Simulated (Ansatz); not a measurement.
**What In2Se (model cell, started as cuprite) distorts into**

Aim: this structure of In2Se (model cell, started as cuprite) is to be tested for unstable modes, and one is followed downhill.

Calculated with Ansatz 0.2.0; DFT PBEsol, scalar-relativistic, plane waves, PAW.

The structure was built from a prototype and need not be the compound's stable phase.

## Step 1: Set-up

Symmetry: Pn-3m, No. 224, cubic system. Conventional cell: a = 6.628 Å, b = 6.628 Å, c = 6.628 Å, α = 90.00°, β = 90.00°, γ = 90.00°. Se has 4 In at 2.87 Å nearest. Nearest to In lie 2 Se at 2.87 Å. Farther neighbours and most contacts between anions are not listed.

Coordinates:

```cif
data_structure
_symmetry_space_group_name_H-M 'P 1'
_symmetry_Int_Tables_number 1
_cell_length_a 6.6284
_cell_length_b 6.6284
_cell_length_c 6.6284
_cell_angle_alpha 90.000
_cell_angle_beta 90.000
_cell_angle_gamma 90.000
_cell_volume 291.23
loop_
_atom_site_label
_atom_site_type_symbol
_atom_site_fract_x
_atom_site_fract_y
_atom_site_fract_z
_atom_site_occupancy
Se1 Se 0.00000 0.00000 0.00000 1
Se2 Se 0.50000 0.50000 0.50000 1
In3 In 0.25000 0.25000 0.25000 1
In4 In 0.75000 0.75000 0.25000 1
In5 In 0.75000 0.25000 0.75000 1
In6 In 0.25000 0.75000 0.75000 1
```

## Step 2: Response at finite wavevector

The cell comes from relaxations at this level that are not shown. Stability and thermal properties need the whole zone. Linear response on a 2×2×2 q mesh gives force constants as far as a supercell of that size would.

Input file input.yaml:

```yaml
crystal:
  lattice:
    - [6.6284302234, 0.0, 0.0]
    - [0.0, 6.6284302234, 0.0]
    - [0.0, 0.0, 6.6284302234]
  atoms:
    - { symbol: Se, position: [0.0, 0.0, 0.0] }
    - { symbol: Se, position: [0.5, 0.5, 0.5] }
    - { symbol: In, position: [0.25, 0.25, 0.25] }
    - { symbol: In, position: [0.75, 0.75, 0.25] }
    - { symbol: In, position: [0.75, 0.25, 0.75] }
    - { symbol: In, position: [0.25, 0.75, 0.75] }
kpoints:
  mp_grid: { grid: [6, 6, 6] }
hamiltonian:
  xc: pbesol
scf:
  occupations: { method: methfessel_paxton, width: 0.2 }
output:
  eigenvalues: true
phonons:
  method: dfpt
  qmesh: [2, 2, 2]
  temperatures: { t_max: 1000, t_step: 50 }
  qpath:
    path:
      - [[0.0, 0.0, 0.0], [0.0, 0.5, 0.0], [0.5, 0.5, 0.0], [0.0, 0.0, 0.0], [0.5, 0.5, 0.5], [0.0, 0.5, 0.0]]
      - [[0.5, 0.5, 0.5], [0.5, 0.5, 0.0]]
    npoints: 10
```

Launch:

```bash
ansatz run input.yaml --threads 8 --pin off --max-ram 14336MiB --backend cpu --events-out ev --progress --plain --runs-dir out
```

Numbers of over 12 decimals in the logs are rounded to 6 here.

The log of the run:

```text
Warning: phonons: the dynamical matrix that this run interpolates holds no multipole term above the dipole-dipole one, and a site of this crystal is no centre of inversion, so its interpolated transverse optical and acoustic branches and sound speeds can stay off near Gamma, and the density of states and the thermodynamics with them. What a run solves at a wave vector of phonons.qpoints, Gamma apart, where the deck admits one, is free of this, and under fd what a larger phonons.supercell samples
Engine: ansatz 0.2.0, aarch64-unknown-linux-gnu
Pseudopotentials: kind: paw
Pseudopotential: Se, paw, valence charge 16, recommended cutoff 420 eV (normal), Se.paw.azcp
Pseudopotential: In, paw, valence charge 13, recommended cutoff 420 eV (normal), In.paw.azcp
Functional definition: PBEsol
  exchange = pbesol_x
  correlation = pbesol_c
Crystal: 6 atoms, lattice volume = 291.227 Å³
Basis set: ecut = 420 eV, 5695 PW (Γ), exchange–correlation on 96×96×96 points (8 copies of the dense FFT grid, shifted against one another)
Bands: 51, of which v1, the nominal top of the filled ones, is band 42 counted from 1 (41 counted from 0)
Symmetry: 48 space group operations
k-points: 20 of 216
Non-local potential: Se, projectors of the file, l = 0: 2, l = 1: 2, l = 2: 3, l = 3: 1
Non-local potential: In, projectors of the file, l = 0: 2, l = 1: 2, l = 2: 2, l = 3: 2
PAW form: soft (Blöchl's): semilocal exchange-correlation on the pseudo side does not see the compensation charge
PAW frozen core: Se, regenerated for the run's functional, and the local potential with it (the file was generated under x = pbe(κ = 0.804, μ = 0.219515), c = pbe(β = 0.066725))
PAW frozen core: In, regenerated for the run's functional, and the local potential with it (the file was generated under x = pbe(κ = 0.804, μ = 0.219515), c = pbe(β = 0.066725))
PAW one-centre angular grid: Se, 590 points (default); XC on 64 Gauss nodes
PAW one-centre angular grid: In, 590 points (default); XC on 64 Gauss nodes
Initial density: superposition of atomic densities (neutral atoms: chi_scale 0, normalization atom), corrected by the library's trained network
Initial wavefunctions: pseudopotential atomic-orbital guess
Functional: x = pbesol(κ = 0.804, μ = 0.123457), c = pbesol(β = 0.046)
SCF iter   1: F=—  HF=-32947.148115 eV  |F-HF|=—  |Δ(HF+E_count)|=         —  Δρ=5.09e-3  dr2=2.18e-1  ethr=1.77e-3  ⟨swp⟩=7.0  Hψ=3662  notcnv=0
preconditioner: auto → LDOS  [metal: Δε(μ)=0.033 eV  Ē_g=12.756 eV  σ=0.200 eV  W_gap=0.14  n_scr=56 (ndim 8)  ℏωp=17.4 eV  f_vac=0.169  D(μ)=4.60/eV (n_scr^D=26)  β→1.0]
SCF iter   2: F=—  HF=-32947.123221 eV  |F-HF|=—  |Δ(HF+E_count)|=   2.49e-2  S|Δr|=    0.00e0  Δρ=1.35e-3  dr2=1.21e-2  ethr=2.59e-4  ⟨swp⟩=2.0  Hψ=1246  notcnv=0
SCF iter   3: F=—  HF=-32947.124309 eV  |F-HF|=—  |Δ(HF+E_count)|=   1.09e-3  S|Δr|=    0.00e0  Δρ=8.05e-4  dr2=1.56e-3  ethr=1.44e-5  ⟨swp⟩=2.0  Hψ=1614  notcnv=0
SCF iter   4: F=—  HF=-32947.123833 eV  |F-HF|=—  |Δ(HF+E_count)|=   4.77e-4  S|Δr|=    0.00e0  Δρ=2.57e-4  dr2=1.53e-4  ethr=1.85e-6  ⟨swp⟩=2.0  Hψ=1617  notcnv=0
SCF iter   5: F=—  HF=-32947.123802 eV  |F-HF|=—  |Δ(HF+E_count)|=   3.12e-5  S|Δr|=    0.00e0  Δρ=3.09e-5  dr2=3.85e-6  ethr=1.82e-7  ⟨swp⟩=2.0  Hψ=1610  notcnv=0
SCF iter   6: F=—  HF=-32947.123776 eV  |F-HF|=—  |Δ(HF+E_count)|=   2.53e-5  S|Δr|=    0.00e0  Δρ=1.02e-5  dr2=5.88e-7  ethr=4.58e-9  ⟨swp⟩=2.0  Hψ=1838  notcnv=0
SCF iter   7: F=—  HF=-32947.123776 eV  |F-HF|=—  |Δ(HF+E_count)|=   5.54e-7  S|Δr|=    0.00e0  Δρ=1.40e-6  dr2=3.43e-9  ethr=7.00e-10  ⟨swp⟩=2.0  Hψ=1816  notcnv=0
SCF iter   8: F=—  HF=-32947.123776 eV  |F-HF|=—  |Δ(HF+E_count)|=   3.99e-9  S|Δr|=    0.00e0  Δρ=4.45e-7  dr2=5.35e-10  ethr=4.09e-12  ⟨swp⟩=2.0  Hψ=1838  notcnv=0
SCF iter   9: F=—  HF=-32947.123776 eV  |F-HF|=—  |Δ(HF+E_count)|=  5.89e-10  S|Δr|=    0.00e0  Δρ=6.77e-8  dr2=1.73e-11  ethr=1.00e-12  ⟨swp⟩=2.0  Hψ=1817  notcnv=0
SCF iter  10: F=-32947.123776 eV  HF=-32947.123776 eV  |F-HF|=1.46e-11  |Δ(HF+E_count)|=    0.00e0  S|Δr|=    0.00e0  Δρ=1.02e-8  dr2=3.81e-13  ethr=1.00e-12  ⟨swp⟩=11.8  Hψ=4573  notcnv=0
SCF 1 converged in 10 iterations: F = -32947.123776 eV  dr2 = 3.81e-13
  greatest PAW one-centre occupation: 1.000 electrons in one spin orbital (limit 2), on the Se atom at site 1 (counted from 0), in its partial waves of l = 2
Initial density: read from a saved state, or passed on in memory by an earlier SCF of this step, an earlier step, the calling program or the single point that the run made first
iter 1 solved again at ethr=2.62e-7 eV; its pass at ethr=3.10e-3 eV (dr2=2.20e-4 eV) is discarded
SCF iter   1: F=—  HF=-32947.123808 eV  |F-HF|=—  |Δ(HF+E_count)|=         —  Δρ=1.10e-6  dr2=1.50e-9  ethr=2.62e-7  ⟨swp⟩=3.2  Hψ=5871  notcnv=0
eigensolver tolerance schedule: the retry pair's looser diagonalisation over-reported the residual by 146857.79 of it (diagonalisation noise at an unbounded share of the residual, at the tolerance the schedule requests for it); recorded, not acted on — ethr = c·dr2/N_el stays at c = 1.0e-1
preconditioner: auto → LDOS  [metal: Δε(μ)=0.052 eV  Ē_g=12.769 eV  σ=0.200 eV  W_gap=0.22  n_scr=56 (ndim 8)  ℏωp=17.4 eV  f_vac=0.230  D(μ)=5.21/eV (n_scr^D=26)  β→1.0]
SCF iter   2: F=—  HF=-32947.123776 eV  |F-HF|=—  |Δ(HF+E_count)|=   3.24e-5  S|Δr|=    0.00e0  Δρ=1.62e-6  dr2=3.57e-9  ethr=1.78e-12  ⟨swp⟩=4.0  Hψ=2837  notcnv=0
SCF iter   3: F=—  HF=-32947.123776 eV  |F-HF|=—  |Δ(HF+E_count)|=   1.96e-9  S|Δr|=    0.00e0  Δρ=5.99e-7  dr2=4.16e-10  ethr=1.78e-12  ⟨swp⟩=2.0  Hψ=1696  notcnv=0
SCF iter   4: F=—  HF=-32947.123776 eV  |F-HF|=—  |Δ(HF+E_count)|=  1.46e-10  S|Δr|=    0.00e0  Δρ=4.15e-7  dr2=2.08e-10  ethr=1.00e-12  ⟨swp⟩=1.0  Hψ=1020  notcnv=0
SCF iter   5: F=—  HF=-32947.123776 eV  |F-HF|=—  |Δ(HF+E_count)|=  5.09e-11  S|Δr|=    0.00e0  Δρ=2.77e-7  dr2=9.32e-11  ethr=1.00e-12  ⟨swp⟩=1.0  Hψ=1020  notcnv=0
SCF iter   6: F=—  HF=-32947.123776 eV  |F-HF|=—  |Δ(HF+E_count)|=  4.37e-11  S|Δr|=    0.00e0  Δρ=2.08e-7  dr2=5.31e-11  ethr=1.00e-12  ⟨swp⟩=1.0  Hψ=1020  notcnv=0
SCF iter   7: F=—  HF=-32947.123776 eV  |F-HF|=—  |Δ(HF+E_count)|=  7.28e-12  S|Δr|=    0.00e0  Δρ=1.55e-7  dr2=2.95e-11  ethr=1.00e-12  ⟨swp⟩=1.0  Hψ=1020  notcnv=0
SCF iter   8: F=-32947.123776 eV  HF=-32947.123776 eV  |F-HF|=7.28e-12  |Δ(HF+E_count)|=  2.91e-11  S|Δr|=    0.00e0  Δρ=8.08e-8  dr2=8.05e-12  ethr=1.00e-12  ⟨swp⟩=1.1  Hψ=2143  notcnv=0
SCF 2 converged in 8 iterations: F = -32947.123776 eV  dr2 = 8.05e-12
phonons: the bands overlap, so this run is a metal and interpolates without the dipole-dipole term. If the crystal is really an insulator or semiconductor, its LO-TO splitting is missing
NSCF: frozen V_eff on 20 k-points
NSCF: frozen V_eff on 68 k-points
DFPT response loops at q = (0, 0, 0) (fractional): preconditioner auto → none (partly filled bands, converged f_vac=0.230); β = 0.50; Broyden in place of MSR1
NSCF: frozen V_eff on 224 k-points
DFPT response loops at q = (0, 0, -0.5) (fractional): mixed as the last ones told, above
NSCF: frozen V_eff on 224 k-points
DFPT response loops at q = (0, -0.5, -0.5) (fractional): mixed as the last ones told, above
NSCF: frozen V_eff on 136 k-points
DFPT response loops at q = (-0.5, -0.5, -0.5) (fractional): mixed as the last ones told, above
SCF converged after 10 iterations
Stability not checked: this state was not tested for a lower state beside it, because cold or Methfessel-Paxton smearing, or corrected tetrahedra, fill the levels in a way that the test cannot read (fill_not_monotonic; see scf.lower_state_search)
Free energy (F): -32947.123776 eV
Harris-Foulkes:  -32947.123776 eV  (|F-HF|=1.46e-11)
Internal energy: -32947.140452 eV  (E = F + TS)
E sigma→0 (E₀):  -32947.127945 eV
Entropy (-TS):   0.016676 eV (2.779 meV/atom)
Fermi energy:    3.251288 eV
--- Per-component energies (eV) ---
  E_band       = -1351.180651
  E_kinetic    = 1192.188491
  E_local      = -12907.831917  (includes V_loc(G=0)·N_el)
  E_nonlocal   = 283.532252
  E_hartree    = 5707.136239
  E_xc         = -1058.540898
  E_vxc        = -590.696930  (∫ρ·V_xc dr)
  E_paw        = -20051.406134  (= ΣΔE_a)
  E_vpaw       = -742.643916  (= ΣTr[D̂ρ^β])
  E_aug_tail   = -0.001075  (compensation charges beyond the density's cutoff)
  E_ewald      = -6115.177921
  E_core_change = 2.960511  (= ΣΔE_core)
  E_smearing   = 0.016676  (= −TS)
  E_closure    = -0.000000  (closes the sum)
  Σ components = -32947.123776   (vs F -32947.123776, Δ=0.00e0)
--- Band table (eV; the first three rows and the last of 20) ---
  k-point 0: bands = [... 38 lower, 0.4272, 2.9530, 2.9530, 3.3989, 3.3989, 3.3989, 5.3333, 5.3333, ... 5 higher]
  k-point 1: bands = [... 38 lower, 0.7138, 3.0468, 3.1305, 3.2329, 3.3015, 3.3015, 4.9948, 5.3773, ... 5 higher]
  k-point 2: bands = [... 38 lower, 1.3276, 2.7072, 3.1463, 3.1463, 3.3247, 3.6904, 4.3638, 5.2947, ... 5 higher]
  k-point 19: bands = [... 38 lower, 0.3429, 3.2853, 3.2853, 3.2853, 3.7690, 3.7690, 3.7690, 5.7305, ... 5 higher]
--- Phonons (Γ-DFPT): 2 representative perturbations + reference (Σ response iterations 6) ---
  ASR residual: 6.713e-5 → 0.000e0 eV/Å²; symmetrization residual: 1.974e-5 eV/Å²
  ASR residual per site (eV/Å²): 6.71e-5 6.71e-5 2.19e-5 2.19e-5 2.19e-5 2.19e-5
  Γ frequencies (cm⁻¹): -116.34 -116.34 -116.34 -101.77 -101.77 -101.77 -73.98 -73.98 -73.98 -60.23 -60.23 0.00 0.00 0.00 37.13 37.13 37.13 118.95
--- Phonons (arbitrary-q DFPT): 4 irreducible q on the 2×2×2 mesh ---
  q = [0.0000, 0.0000, 0.0000] (star 1, of the zone-centre solve; hermiticity 1.34e-5, symmetrization 2.47e-11): -116.34 -116.34 -116.34 -101.77 -101.77 -101.77 -73.98 -73.98 -73.98 -60.23 -60.23 -0.00 0.00 0.00 37.13 37.13 37.13 118.95
  q = [0.0000, 0.0000, -0.5000] (star 3, 4 solved perturbations in 284 linear systems a pass and spin channel, the states on 112 of 216 k-point pairs; hermiticity 2.28e-5, symmetrization 1.94e-11): -98.33 -98.33 -83.88 -83.88 -74.23 -74.23 -64.81 -64.81 -40.33 -40.33 -16.47 -16.47 29.33 29.33 38.38 38.38 81.28 81.28
  q = [0.0000, -0.5000, -0.5000] (star 3, 4 solved perturbations in 284 linear systems a pass and spin channel, the states on 112 of 216 k-point pairs; hermiticity 1.32e-5, symmetrization 4.74e-12): -105.43 -105.43 -90.44 -90.44 -77.17 -77.17 -50.48 -50.48 -35.65 -35.65 -34.10 -34.10 -4.53 -4.53 37.92 37.92 84.81 84.81
  q = [-0.5000, -0.5000, -0.5000] (star 1, 2 solved perturbations in 108 linear systems a pass and spin channel, the states on 68 of 216 k-point pairs; hermiticity 1.75e-5, symmetrization 1.06e-10): -104.72 -104.72 -104.72 -82.49 -82.49 -82.49 -62.18 -62.18 -62.18 -33.97 -33.97 -24.44 -24.44 -24.44 42.71 42.71 42.71 124.25
  sum rule: each row above includes the acoustic sum rule's correction from the zone centre's row sums; it moved no ω² by more than (0.48 cm⁻¹)²
  mesh force constants: q→R imaginary residual 2.74e-17; ASR residual 6.713e-5 → 0.000e0 eV/Å²; symmetrization residual 6.661e-16 eV/Å²
  interpolated dispersion: 62 rows × 18 modes
  density of states and harmonic sums: on the 10×10×10 q-mesh, interpolated from the force constants of a 2×2×2 supercell (no non-analytic term)
  largest difference from the sums on the solved wave vectors: F 2.26e-1 eV, S 2.81e-4 and C_V 5.54e-5 eV/K
  zero-point energy: 0.016775 eV/cell   skipped modes (ω ≤ 0): 711, of them read as no rigid motion or as one in doubt: 708 (1.261e1 modes/cell left out, lowest -116.34 cm⁻¹)   left out of the sums: 7.01e-1 of the cell's modes: C_V's classical limit lies that fraction below 3 k_B per atom; for a crystal, a wire or a layer, F and S can be off by more, and a phonons.interpolated_qmesh denser along its periods is the remedy for the sampling
```

It took 3.1 min on 8 threads of Arm Neoverse V2, shared host; peak memory 4.3 GiB; 24 min of CPU time.

Numbers from this step:

```
volume per atom                                         : 48.54 Å³
gap on the k-mesh                                       : 0 eV
sum-rule residual before enforcement                    : 6.71e-5 eV/Å²
lowest frequency on the path                            : -116.5 cm⁻¹
point group                                             : m-3m
highest frequency on the path or at a solved wavevector : 124.2 cm⁻¹
highest optical mode at the zone centre (no LO-TO term) : 119.0 cm⁻¹
lowest optical zone-centre mode                         : -116.3 cm⁻¹
lowest mode on the q mesh (acoustic modes at Γ apart)   : -116.3 cm⁻¹
```

Frequencies (cm⁻¹) solved at each irreducible wavevector; negative means imaginary. Frequencies by wavevector, by row:

```tsv
q in reciprocal lattice units	star	mode 1	mode 2	mode 3	mode 4	mode 16	mode 17	mode 18
0 0 0	1	-116.3	-116.3	-116.3	-101.8	37.1	37.1	119
0 0 -0.5	3	-98.3	-98.3	-83.9	-83.9	38.4	81.3	81.3
0 -0.5 -0.5	3	-105.4	-105.4	-90.4	-90.4	37.9	84.8	84.8
-0.5 -0.5 -0.5	1	-104.7	-104.7	-104.7	-82.5	42.7	42.7	124.2
```

Interpolated from a 2×2×2 q mesh. The phonon branches at the labelled points (cm⁻¹):

```tsv
point	branch 1	branch 2	branch 3	branch 4	branch 15	branch 16	branch 17	branch 18
Γ	-116	-116	-116	-102	37	37	37	119
halfway	-108	-108	-104	-90	37	37	50	108
X	-98	-98	-84	-84	38	38	81	81
halfway	-102	-102	-91	-91	38	38	83	83
M	-105	-105	-90	-90	38	38	85	85
halfway	-109	-104	-94	-88	35	38	62	101
Γ	-116	-116	-116	-102	37	37	37	119
halfway	-111	-92	-92	-90	37	37	63	103
R	-105	-105	-105	-82	43	43	43	124
halfway	-106	-103	-92	-89	38	40	63	104
X	-98	-98	-84	-84	38	38	81	81
jump to R	-105	-105	-105	-82	43	43	43	124
halfway	-105	-105	-100	-84	41	41	53	113
M	-105	-105	-90	-90	38	38	85	85
```

Symmetry leaves 4 wavevectors to solve. The lowest mode among them, the acoustic zeros apart, lies at Γ and is imaginary, 116.3i cm⁻¹, so the energy falls along it.

## Step 3: The mode frozen in, largest atomic shift 0 Å

The mode followed lies at q = (0, -0.5, -0.5) with frequency 105.4i cm⁻¹ and is 2-fold degenerate, one of the unstable modes though not the softest. At small amplitude the distorted cell has space group no. 49 by a symmetry search on the positions. The undistorted cell that holds it gives the zero of energy on the same k mesh.

System of this step: In2Se (model cell, started as cuprite). The structure is cubic, space group Pn-3m (No. 224). Conventional cell: a = 6.628 Å, b = 6.628 Å, c = 6.628 Å, α = 90.00°, β = 90.00°, γ = 90.00°. Nearest to Se lie 4 In at 2.87 Å. Nearest to In lie 2 Se at 2.87 Å. Farther neighbours and most contacts between anions are not listed.

Input file input.yaml:

```yaml
crystal:
  lattice:
    - [-6.6284302234, 0.0, 0.0]
    - [0.0, -6.6284302234, -6.6284302234]
    - [0.0, -6.6284302234, 6.6284302234]
  atoms:
    - { symbol: Se, position: [0.0, 0.5, 0.5] }
    - { symbol: Se, position: [0.0, 0.0, 0.0] }
    - { symbol: Se, position: [0.5, 0.0, 0.5] }
    - { symbol: Se, position: [0.5, 0.5, 0.0] }
    - { symbol: In, position: [0.75, 0.25, 0.5] }
    - { symbol: In, position: [0.75, 0.75, 0.0] }
    - { symbol: In, position: [0.25, 0.0, 0.25] }
    - { symbol: In, position: [0.25, 0.5, 0.75] }
    - { symbol: In, position: [0.25, 0.0, 0.75] }
    - { symbol: In, position: [0.25, 0.5, 0.25] }
    - { symbol: In, position: [0.75, 0.75, 0.5] }
    - { symbol: In, position: [0.75, 0.25, 0.0] }
kpoints:
  mp_grid: { grid: [6, 4, 4] }
hamiltonian:
  xc: pbesol
scf:
  occupations: { method: methfessel_paxton, width: 0.2 }
output:
  forces: true
  stress: true
  eigenvalues: true
```

The log of the run:

```text
[...]
Crystal: 12 atoms, lattice volume = 582.455 Å³
Basis set: ecut = 420 eV, 11407 PW (Γ), exchange–correlation on 90×128×128 points (8 copies of the dense FFT grid, shifted against one another)
Bands: 101, of which v1, the nominal top of the filled ones, is band 84 counted from 1 (83 counted from 0)
Symmetry: 32 space group operations
[...]
k-points: 24 of 96
[...]
k-point 0: bands = [... 80 lower, 2.8135, 2.9523, 2.9526, 3.3977, 3.3977, 3.3981, 4.4287, 4.4287, ... 13 higher]
  k-point 1: bands = [... 80 lower, 2.9023, 3.0893, 3.1118, 3.1568, 3.2802, 3.3398, 4.2161, 4.2183, ... 13 higher]
  k-point 2: bands = [... 80 lower, 3.0425, 3.0425, 3.0597, 3.0597, 3.5175, 3.5175, 3.7057, 3.7057, ... 13 higher]
  k-point 23: bands = [... 80 lower, 2.8136, 2.8136, 2.8136, 2.8136, 4.4289, 4.4289, 4.4289, 4.4289, ... 13 higher]
[key lines of the parts left out:]
SCF converged after 7 iterations
Free energy (F): -65894.250292 eV
Fermi energy:    3.250351 eV
P = ⅓ Tr σ = -0.0098 GPa (-0.098 kbar)
```

It took 8.3 s on 8 threads; peak memory 3 GiB; 64 s of CPU time.

Numbers from this step:

| Quantity | Value |
| --- | --- |
| pressure | -0.009849 GPa |
| energy from the undistorted cell | 0 meV/atom |

The run ends at a pressure of -0.01 GPa.

## Step 4: The mode frozen in, largest atomic shift 0.45 Å

The atoms are moved along the unstable eigenvector, the largest shift by 0.45 Å, with the cell fixed.

Input file input.yaml:

```yaml
crystal:
  lattice:
    - [-6.6284302234, 0.0, 0.0]
    - [0.0, -6.6284302234, -6.6284302234]
    - [0.0, -6.6284302234, 6.6284302234]
  atoms:
    - { symbol: Se, position: [0.0, 0.548005039, 0.5] }
    - { symbol: Se, position: [0.0, -0.048005039, 0.0] }
    - { symbol: Se, position: [0.5, -0.048005039, 0.5] }
    - { symbol: Se, position: [0.5, 0.548005039, 0.0] }
    - { symbol: In, position: [0.75, 0.25, 0.5] }
    - { symbol: In, position: [0.75, 0.75, 0.0] }
    - { symbol: In, position: [0.25, 0.0349900639, 0.25] }
    - { symbol: In, position: [0.25, 0.4650099361, 0.75] }
    - { symbol: In, position: [0.25, 0.0349900639, 0.75] }
    - { symbol: In, position: [0.25, 0.4650099361, 0.25] }
    - { symbol: In, position: [0.75, 0.75, 0.5] }
    - { symbol: In, position: [0.75, 0.25, 0.0] }
kpoints:
  mp_grid: { grid: [6, 4, 4] }
hamiltonian:
  xc: pbesol
scf:
  occupations: { method: methfessel_paxton, width: 0.2 }
output:
  forces: true
  stress: true
  eigenvalues: true
```

The log of the run:

```text
[...]
Crystal: 12 atoms, lattice volume = 582.455 Å³
Basis set: ecut = 420 eV, 11407 PW (Γ), exchange–correlation on 90×128×128 points (8 copies of the dense FFT grid, shifted against one another)
Bands: 101, of which v1, the nominal top of the filled ones, is band 84 counted from 1 (83 counted from 0)
Symmetry: 8 space group operations
[...]
k-points: 36 of 96
[...]
k-point 0: bands = [... 80 lower, 1.9233, 2.8214, 2.9322, 3.1994, 3.4528, 3.9993, 4.3726, 4.5951, ... 13 higher]
  k-point 1: bands = [... 80 lower, 1.9311, 2.6436, 3.0741, 3.1702, 3.7013, 3.8262, 4.1225, 4.2379, ... 13 higher]
  k-point 2: bands = [... 80 lower, 2.1656, 2.1656, 3.3766, 3.3766, 3.4908, 3.4908, 4.1240, 4.1240, ... 13 higher]
  k-point 35: bands = [... 80 lower, 2.0639, 2.0639, 3.3687, 3.3687, 3.9588, 3.9588, 4.1843, 4.1843, ... 13 higher]
[key lines of the parts left out:]
SCF converged after 9 iterations
Free energy (F): -65894.964106 eV
Fermi energy:    3.567133 eV
P = ⅓ Tr σ = -1.3134 GPa (-13.134 kbar)
```

It took 15 s on 8 threads; peak memory 3.3 GiB; 2 min of CPU time.

This step gave:

```yaml
pressure: -1.313 GPa
energy_from_the_undistorted_cell: -58.24 meV/atom
```

The energy, extrapolated to zero smearing, is -58.24 meV/atom against the undistorted cell.

The run ends at a pressure of -1.31 GPa, with forces up to 0.47 eV/Å.

[end of part 1 of 2]

[Logs are printed without paths, hosts, clocks, repeated set-up lines and the standing remarks that a program may print on its own settings, such as how far it seeks lower states.]

[Hosts, paths, dates, database ids (printed as entryN), source tags and the programs' standing remarks are cut or masked in the printed files.]
